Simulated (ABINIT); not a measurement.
# SrTiO3 (Tausonite): one start, several treatments of the self-energy

Aim: compare treatments of exchange, screening and correlation for the gap of SrTiO3 (Tausonite).

Method: PBE and many-body steps on it, plane waves, in ABINIT 10.8.3.

**What was measured.**

- Gap 3.77 eV: direct gap (M0 critical point); spectroscopic ellipsometry, second-derivative fit; 300 K; bulk crystal (commercial single crystal) (“Optical probe of ferroelectric order in bulk and thin film perovskite titanates”, 2013, arxiv:1309.1245).

### Step 1. The starting structure

Symmetry: Pm-3m, No. 221, cubic system. The conventional cell has a = 3.905 Å, b = 3.905 Å, c = 3.905 Å, α = 90.00°, β = 90.00°, γ = 90.00°. Nearest to Sr lie 12 O at 2.76 Å. Ti has 6 O at 1.95 Å nearest. Nearest to O lie 2 Ti at 1.95 Å and 4 Sr at 2.76 Å. Farther neighbours and most contacts between anions are not listed.

The cell and positions come from the Crystallography Open Database and are kept as given unless a step says otherwise.

### Step 2. Empty states on the mesh, 4×4×4 mesh, 205 bands

This step: ABINIT 10.8.3; DFT, PBE, plane waves, norm-conserving pseudopotentials.

The sums over transitions need many empty states on a uniform mesh; this step solves for them.

Input file run.abi:

```
acell 3*1.0 Angstrom
rprim 
  3.905280000000 0.000000000000 0.000000000000
  0.000000000000 3.905280000000 0.000000000000
  0.000000000000 0.000000000000 3.905280000000
ntypat 3
znucl 38 22 8
natom 5
typat 1 2 3 3 3
xred 
  0.500000000000 0.500000000000 0.500000000000
  0.000000000000 0.000000000000 0.000000000000
  0.500000000000 0.000000000000 0.000000000000
  0.000000000000 0.500000000000 0.000000000000
  0.000000000000 0.000000000000 0.500000000000
pp_dirpath "pseudos"
pseudos "Sr.upf, Ti.upf, O.upf"
ecut 38
ngkpt 4 4 4
nshiftk 1
shiftk 0 0 0
kptopt 1
chksymbreak 0
irdden 1
istwfk *1
nband 205
prtvol 0
optdriver 6
gwr_task "HDIAGO"
paral_kgb 0
occopt 1
indata_prefix "in"
outdata_prefix "out"
tmpdata_prefix "tmp"
```

Started as:

```bash
$ OMP_NUM_THREADS=1 mpirun -n 4 abinit run.abi > log
```

The log of the run:

```text
.Version 10.8.3 of ABINIT. v10.8.2 released Aug 2026.

 Symmetries : space group Pm -3 m (#221); Bravais cP (primitive cubic)
[... echo of the input left out ...]
== DATASET  1 ==================================================================
-   mpi_nproc: 4, omp_nthreads: 1 (-1 if OMP is not activated)

--- !DatasetInfo
iteration_state: {dtset: 1, }
dimensions: {natom: 5, nkpt: 10, mband: 205, nsppol: 1, nspinor: 1, nspden: 1, mpw: 4632, }
cutoff_energies: {ecut:  38.0, pawecutdg:  -1.0, }
[...]
Indirect band gap semiconductor
 Fundamental gap:     1.908 (eV)
   VBM:     6.925 (eV) at k: [ 5.0000E-01,  5.0000E-01,  5.0000E-01]
   CBM:     8.833 (eV) at k: [ 0.0000E+00,  0.0000E+00,  0.0000E+00]
 Direct gap:         2.263 (eV) at k: [ 0.0000E+00,  0.0000E+00,  0.0000E+00]

== END DATASET(S) ==============================================================
================================================================================

 -outvars: echo values of variables after computation  --------
           etotal      0.0000000000E+00
            nband         205
             nkpt          10
          spgroup         221
 [... the other variables as echoed above ...]

 Calculation completed.
```

Elapsed: 3.1 min, on 4 MPI ranks of Arm Neoverse V1, shared host; peak memory 4.6 GiB.

This step gave:

```
gap                                                           : 1.908 eV
k of the valence top                                          : 0.5, 0.5, 0.5
k of the conduction bottom                                    : 0, 0, 0
least direct gap                                              : 2.263 eV
k points computed                                             : 10
lowest point of the top converged band, above the valence top : 107.3398 eV
```

On this mesh the gap is 1.908 eV.

The density comes from a self-consistent run that is not shown.

### Step 3. Screening, 4×4×4 mesh, 197 bands, screening to 190.5 eV

The RPA dielectric matrix is built and inverted for each q.

This step: RPA screening on PBE, plane waves, norm-conserving pseudopotentials.

Edit run.abi of step 2 so:

```diff
@@ -23,10 +23,11 @@
 chksymbreak 0
-irdden 1
 istwfk *1
-nband 205
-prtvol 0
-optdriver 6
-gwr_task "HDIAGO"
-paral_kgb 0
 occopt 1
+irdwfk 1
+optdriver 3
+nband 197
+ecuteps 7
+inclvkb 2
+awtr 1
+symchi 1
 indata_prefix "in"
```

The log of the run:

```text
.Version 10.8.3 of ABINIT. v10.8.2 released Aug 2026.

 Symmetries : space group Pm -3 m (#221); Bravais cP (primitive cubic)
[... echo of the input left out ...]
== DATASET  1 ==================================================================
-   mpi_nproc: 4, omp_nthreads: 1 (-1 if OMP is not activated)

--- !DatasetInfo
iteration_state: {dtset: 1, }
dimensions: {natom: 5, nkpt: 10, mband: 197, nsppol: 1, nspinor: 1, nspden: 1, mpw: 4632, }
cutoff_energies: {ecut:  38.0, pawecutdg:  -1.0, }
electrons: {nelect:   4.00000000E+01, charge:   0.00000000E+00, occopt:   1.00000000E+00, tsmear:   1.00000000E-02, }

 SCREENING: Calculation of the susceptibility and dielectric matrices

 Based on a program developped by R.W. Godby, V. Olevano, G. Onida, and L. Reining.
 Incorporated in ABINIT by V. Olevano, G.-M. Rignanese, and M. Torrent.
.Using double precision arithmetic ; gwpc =  8

[... cell and pseudopotentials left out ...]
--------------------------------------------------------------------------------

 ==== K-mesh for the wavefunctions ====
 Number of points in the irreducible wedge :    10
[... list of points left out ...]
 Together with 48 symmetry operations and time-reversal symmetry
 yields    64 points in the full Brillouin Zone.

 ==== Q-mesh for the screening function ====
 Number of points in the irreducible wedge :    10
[... list of points left out ...]
 Together with 48 symmetry operations and time-reversal symmetry
 yields    64 points in the full Brillouin Zone.

 setmesh: FFT mesh size selected  =    30x   30x   30
          total number of points  =        27000

 vcoul_init : cutoff-mode = AUXILIARY_FUNCTION
 q-points for optical limit:   1
     1)      0.000010    0.000020    0.000030

- screening: taking advantage of time-reversal symmetry
- Maximum band index for partially occupied states nbvw = 20
- Remaining bands to be divided among processors   nbcw = 177
- Number of bands treated by each node ~44

 Number of electrons calculated from density =   40.0000; Expected =   40.0000
 average of density, n =  0.099519
 r_s =    1.3387
 omega_plasma =   30.4305 [eV]

 calculating chi0 at frequencies [eV] :
  1    0.000000E+00    0.000000E+00
  2    0.000000E+00    3.043050E+01

--------------------------------------------------------------------------------
  q-point number  1        q = ( 0.000000, 0.000000, 0.000000) [r.l.u.]
--------------------------------------------------------------------------------
[... chi0 elements left out ...]
 For q-point:  0.000010 0.000020 0.000030
  dielectric constant =   6.3915
  dielectric constant without local fields =   6.7756

  Average fulfillment of the sum rule on Im[epsilon] for q-point    1 :     75.07  [%]
[... wings left out ...]
  q-point number  2        q = ( 0.250000, 0.000000, 0.000000) [r.l.u.]
--------------------------------------------------------------------------------
[... chi0 elements left out ...]
  Average fulfillment of the sum rule on Im[epsilon] for q-point    2 :     83.03  [%]

 [... 8 further q-points ...]
```

It took 3.2 min on 4 MPI ranks; peak memory 1.6 GiB; 13 min of CPU time.

Numbers from this step:

```yaml
eps_infinity_with_local_fields_on_this_mesh_along_the_program_s_q_direction: 6.391
the_same_without_local_fields: 6.776
plasma_frequency: 30.43 eV
plane_waves_in_the_screening_matrix: 365
```

Local fields lower ε∞ by 6 %. On a Γ-centred mesh this coarse the value itself is usually too large, while a short band sum pulls it down.

### Step 4. G0W0, Godby-Needs plasmon pole

The self-energy is evaluated for the states that the input lists, and the levels follow from it, in one-shot runs by the linearised quasiparticle equation.

This step: G0W0 on PBE, plane waves, norm-conserving pseudopotentials.

Edit run.abi of step 3 so:

```diff
@@ -26,8 +26,17 @@
 irdwfk 1
-optdriver 3
+optdriver 4
 nband 197
+gwcalctyp 0
+ecutsigx 38
+symsigma 1
+nkptgw 2
+kptgw 
+  0.5000000000 0.5000000000 0.5000000000
+  0.0000000000 0.0000000000 0.0000000000
+bdgw 
+  18 23
+  18 23
 ecuteps 7
-inclvkb 2
-awtr 1
-symchi 1
+irdscr 1
+ppmodel 1
 indata_prefix "in"
```

The log of the run:

```text
.Version 10.8.3 of ABINIT. v10.8.2 released Aug 2026.

 Symmetries : space group Pm -3 m (#221); Bravais cP (primitive cubic)
[... echo of the input left out ...]
== DATASET  1 ==================================================================
-   mpi_nproc: 4, omp_nthreads: 1 (-1 if OMP is not activated)

--- !DatasetInfo
iteration_state: {dtset: 1, }
dimensions: {natom: 5, nkpt: 10, mband: 197, nsppol: 1, nspinor: 1, nspden: 1, mpw: 4632, }
cutoff_energies: {ecut:  38.0, pawecutdg:  -1.0, }
electrons: {nelect:   4.00000000E+01, charge:   0.00000000E+00, occopt:   1.00000000E+00, tsmear:   1.00000000E-02, }

 SIGMA: Calculation of the GW corrections

 Based on a program developped by R.W. Godby, V. Olevano, G. Onida, and L. Reining.
 Incorporated in ABINIT by V. Olevano, G.-M. Rignanese, and M. Torrent.
.Using double precision arithmetic ; gwpc =  8

[... cell and pseudopotentials left out ...]
--------------------------------------------------------------------------------

 ==== K-mesh for the wavefunctions ====
 Number of points in the irreducible wedge :    10
[... list of points left out ...]
 Together with 48 symmetry operations and time-reversal symmetry
 yields    64 points in the full Brillouin Zone.

 ==== Q-mesh for screening function ====
 Number of points in the irreducible wedge :    10
[... list of points left out ...]
 Together with 48 symmetry operations and time-reversal symmetry
 yields    64 points in the full Brillouin Zone.

 vcoul_init : cutoff-mode = AUXILIARY_FUNCTION
 q-points for optical limit:   1
     1)      0.000010    0.000020    0.000030
 setmesh: FFT mesh size selected  =    45x   45x   45
          total number of points  =        91125

 Number of electrons calculated from density =   40.0000; Expected =   40.0000
 average of density, n =  0.099519
 r_s =    1.3387
 omega_plasma =   30.4305 [eV]

 === KS Band Gaps ===
  >>>> For spin  1
   Minimum direct gap =   2.2628 [eV], located at k-point      :   0.0000  0.0000  0.0000
   Fundamental gap    =   1.9077 [eV], Top of valence bands at :   0.5000  0.5000  0.5000
                                       Bottom of conduction at :   0.0000  0.0000  0.0000
 SIGMA fundamental parameters:
 PLASMON POLE MODEL  1
 number of plane-waves for SigmaX                 4457
 number of plane-waves for SigmaC and W            365
 number of plane-waves for wavefunctions          4457
 number of bands                                   197
 number of independent spin polarizations            1
 number of spinorial components                      1
 number of k-points in IBZ                          10
 number of q-points in IBZ                          10
 number of symmetry operations                      48
 number of k-points in BZ                           64
 number of q-points in BZ                           64
 number of frequencies for dSigma/dE                 9
 frequency step for dSigma/dE [eV]                0.25
 number of omega for Sigma on real axis              0
 max omega for Sigma on real axis  [eV]           0.00
 zcut for avoiding poles [eV]                     0.10

 EPSILON^-1 parameters (SCR file):
 dimension of the eps^-1 matrix on file            365
 dimension of the eps^-1 matrix used               365
 number of plane-waves for wavefunctions          4457
 number of bands                                   197
 number of q-points in IBZ                          10
 number of frequencies                               2
 number of real frequencies                          1
 number of imag frequencies                          1

 matrix elements of self-energy operator (all in [eV])

 Perturbative Calculation

--- !SelfEnergy_ee
iteration_state: {dtset: 1, }
kpoint     : [   0.500,    0.500,    0.500, ]
spin       : 1
KS_gap     :    4.517
QP_gap     :    6.363
Delta_QP_KS:    1.846
data: !SigmaeeData |
     Band     E0 <VxcDFT>   SigX SigC(E0)      Z dSigC/dE  Sig(E)    E-E0       E
       18   6.925 -20.195 -25.189   4.746   0.767  -0.305 -20.384  -0.190   6.736
       19   6.925 -20.195 -25.189   4.746   0.767  -0.305 -20.384  -0.190   6.736
       20   6.925 -20.195 -25.189   4.746   0.767  -0.305 -20.384  -0.190   6.736
       21  11.442 -21.983 -12.959  -6.731   0.722  -0.385 -20.327   1.656  13.098
       22  11.442 -21.983 -12.959  -6.731   0.722  -0.385 -20.327   1.656  13.098
       23  11.442 -21.983 -12.959  -6.731   0.722  -0.385 -20.327   1.656  13.098

--- !SelfEnergy_ee
iteration_state: {dtset: 1, }
kpoint     : [   0.000,    0.000,    0.000, ]
spin       : 1
KS_gap     :    2.263
QP_gap     :    3.853
Delta_QP_KS:    1.590
data: !SigmaeeData |
     Band     E0 <VxcDFT>   SigX SigC(E0)      Z dSigC/dE  Sig(E)    E-E0       E
[...]
21   8.833 -18.883 -11.450  -5.663   0.781  -0.281 -17.500   1.382  10.215
       22   8.833 -18.883 -11.450  -5.663   0.781  -0.281 -17.500   1.382  10.215
       23   8.833 -18.883 -11.450  -5.663   0.781  -0.281 -17.500   1.382  10.215

== END DATASET(S) ==============================================================
================================================================================

 -outvars: echo values of variables after computation  --------
           etotal      0.0000000000E+00
            nband         197
             nkpt          10
          spgroup         221
 [... the other variables as echoed above ...]

 Calculation completed.
```

The job ended after 42 s (4 MPI ranks; peak memory 1.7 GiB).

This step gave:

| Property | Result |
| --- | --- |
| G0W0 gap on the points computed | 3.479 eV |
| starting gap on the mesh | 1.908 eV |
| k of the valence top | 0.5, 0.5, 0.5 |
| k of the conduction bottom | 0, 0, 0 |
| Z at the valence top | 0.767 |
| Z at the conduction bottom | 0.781 |
| least direct G0W0 gap on the computed points | 3.852 eV |

The gap on the mesh goes from 1.91 eV to 3.48 eV, a correction of +1.57 eV.

### Step 5. G0W0, Hybertsen-Louie plasmon pole

Edit run.abi of step 4 so:

```diff
@@ -40,3 +40,3 @@
 irdscr 1
-ppmodel 1
+ppmodel 2
 indata_prefix "in"
```

The log of the run:

```text
.Version 10.8.3 of ABINIT. v10.8.2 released Aug 2026.

 Symmetries : space group Pm -3 m (#221); Bravais cP (primitive cubic)
[... echo of the input left out ...]
== DATASET  1 ==================================================================
-   mpi_nproc: 4, omp_nthreads: 1 (-1 if OMP is not activated)

--- !DatasetInfo
iteration_state: {dtset: 1, }
dimensions: {natom: 5, nkpt: 10, mband: 197, nsppol: 1, nspinor: 1, nspden: 1, mpw: 4632, }
cutoff_energies: {ecut:  38.0, pawecutdg:  -1.0, }
electrons: {nelect:   4.00000000E+01, charge:   0.00000000E+00, occopt:   1.00000000E+00, tsmear:   1.00000000E-02, }

 SIGMA: Calculation of the GW corrections

 Based on a program developped by R.W. Godby, V. Olevano, G. Onida, and L. Reining.
 Incorporated in ABINIT by V. Olevano, G.-M. Rignanese, and M. Torrent.
.Using double precision arithmetic ; gwpc =  8

[... cell and pseudopotentials left out ...]
--------------------------------------------------------------------------------

 ==== K-mesh for the wavefunctions ====
 Number of points in the irreducible wedge :    10
[... list of points left out ...]
 Together with 48 symmetry operations and time-reversal symmetry
 yields    64 points in the full Brillouin Zone.

 ==== Q-mesh for screening function ====
 Number of points in the irreducible wedge :    10
[... list of points left out ...]
 Together with 48 symmetry operations and time-reversal symmetry
 yields    64 points in the full Brillouin Zone.

 vcoul_init : cutoff-mode = AUXILIARY_FUNCTION
 q-points for optical limit:   1
     1)      0.000010    0.000020    0.000030
 setmesh: FFT mesh size selected  =    45x   45x   45
          total number of points  =        91125

 Number of electrons calculated from density =   40.0000; Expected =   40.0000
[...]
number of omega for Sigma on real axis              0
 max omega for Sigma on real axis  [eV]           0.00
 zcut for avoiding poles [eV]                     0.10

 EPSILON^-1 parameters (SCR file):
 dimension of the eps^-1 matrix on file            365
 dimension of the eps^-1 matrix used               365
 number of plane-waves for wavefunctions          4457
 number of bands                                   197
 number of q-points in IBZ                          10
 number of frequencies                               2
 number of real frequencies                          1
 number of imag frequencies                          1

 matrix elements of self-energy operator (all in [eV])

 Perturbative Calculation

--- !SelfEnergy_ee
iteration_state: {dtset: 1, }
kpoint     : [   0.500,    0.500,    0.500, ]
spin       : 1
KS_gap     :    4.517
QP_gap     :    7.449
Delta_QP_KS:    2.932
data: !SigmaeeData |
     Band     E0 <VxcDFT>   SigX SigC(E0)      Z dSigC/dE  Sig(E)    E-E0       E
       18   6.925 -20.195 -25.189   4.106   0.831  -0.203 -20.933  -0.738   6.187
       19   6.925 -20.195 -25.189   4.106   0.831  -0.203 -20.933  -0.738   6.187
       20   6.925 -20.195 -25.189   4.106   0.831  -0.203 -20.933  -0.738   6.187
[...]
--- !SelfEnergy_ee
iteration_state: {dtset: 1, }
kpoint     : [   0.000,    0.000,    0.000, ]
spin       : 1
KS_gap     :    2.263
QP_gap     :    4.544
Delta_QP_KS:    2.281
data: !SigmaeeData |
     Band     E0 <VxcDFT>   SigX SigC(E0)      Z dSigC/dE  Sig(E)    E-E0       E
[...]
22   8.833 -18.883 -11.450  -5.595   0.850  -0.176 -17.321   1.562  10.395
       23   8.833 -18.883 -11.450  -5.595   0.850  -0.176 -17.321   1.562  10.395

== END DATASET(S) ==============================================================
================================================================================

 -outvars: echo values of variables after computation  --------
           etotal      0.0000000000E+00
            nband         197
             nkpt          10
          spgroup         221
 [... the other variables as echoed above ...]

 Calculation completed.
```

Elapsed: 41 s, on 4 MPI ranks; peak memory 1.6 GiB.

This step gave:

- G0W0 gap on the points computed: 4.208 eV
- starting gap on the mesh: 1.908 eV
- k of the valence top: 0.5, 0.5, 0.5
- k of the conduction bottom: 0, 0, 0
- Z at the valence top: 0.831
- Z at the conduction bottom: 0.85
- least direct G0W0 gap on the computed points: 4.544 eV

Against G0W0 in ABINIT (4×4×4 mesh, 197 bands, screening to 190.5 eV, Godby-Needs plasmon pole), the gap moves by +0.729 eV.

### Step 6. G0W0, von der Linden-Horsch plasmon pole

Edit run.abi of step 5 so:

```diff
@@ -40,3 +40,3 @@
 irdscr 1
-ppmodel 2
+ppmodel 3
 indata_prefix "in"
```

The log of the run:

```text
.Version 10.8.3 of ABINIT. v10.8.2 released Aug 2026.

 Symmetries : space group Pm -3 m (#221); Bravais cP (primitive cubic)
[... echo of the input left out ...]
== DATASET  1 ==================================================================
-   mpi_nproc: 4, omp_nthreads: 1 (-1 if OMP is not activated)

--- !DatasetInfo
iteration_state: {dtset: 1, }
dimensions: {natom: 5, nkpt: 10, mband: 197, nsppol: 1, nspinor: 1, nspden: 1, mpw: 4632, }
cutoff_energies: {ecut:  38.0, pawecutdg:  -1.0, }
[...]
Band     E0 <VxcDFT>   SigX SigC(E0)      Z dSigC/dE  Sig(E)    E-E0       E
[...]
22   8.833 -18.883 -11.450  -5.984   0.846  -0.182 -17.657   1.226  10.059
       23   8.833 -18.883 -11.450  -5.984   0.846  -0.182 -17.657   1.226  10.059

== END DATASET(S) ==============================================================
================================================================================

 -outvars: echo values of variables after computation  --------
           etotal      0.0000000000E+00
            nband         197
             nkpt          10
          spgroup         221
 [... the other variables as echoed above ...]

 Calculation completed.
```

Elapsed: 17 s, on 4 MPI ranks; peak memory 1.5 GiB; 69 s of CPU time.

Numbers from this step:

- G0W0 gap on the points computed: 3.621 eV
- starting gap on the mesh: 1.908 eV
- k of the valence top: 0.5, 0.5, 0.5
- k of the conduction bottom: 0, 0, 0
- least direct G0W0 gap on the computed points: 3.990 eV

Against G0W0 in ABINIT (4×4×4 mesh, 197 bands, screening to 190.5 eV, Godby-Needs plasmon pole), the gap moves by +0.142 eV.

[end of part 1 of 2]

[Paths, hosts, dates, memory and timing lines, banners, echoed tables and standing remarks are left out of the program output.]

[Logs are printed without paths, hosts, clocks, repeated set-up lines and the standing remarks that a program may print on its own settings, such as how far it seeks lower states.]

[Runs of the session that timed out or met a known fault of the program may be left out.]

[No measured gap is set beside runs whose start may be inverted or whose files or cutoffs have a known fault.]

[Hosts, paths, dates, database ids (printed as entryN), source tags and the programs' standing remarks are cut or masked in the printed files.]

[G0W0 gaps are taken among the corrected bands and points alone; a level outside them can change the order at an edge.]

[Where Ansatz stands beside ABINIT at settings called matched, ABINIT's density can come from a denser mesh and the files from another edition; pairs whose starting gaps differed by over 0.03 eV were left out, so agreement reads better than it is.]
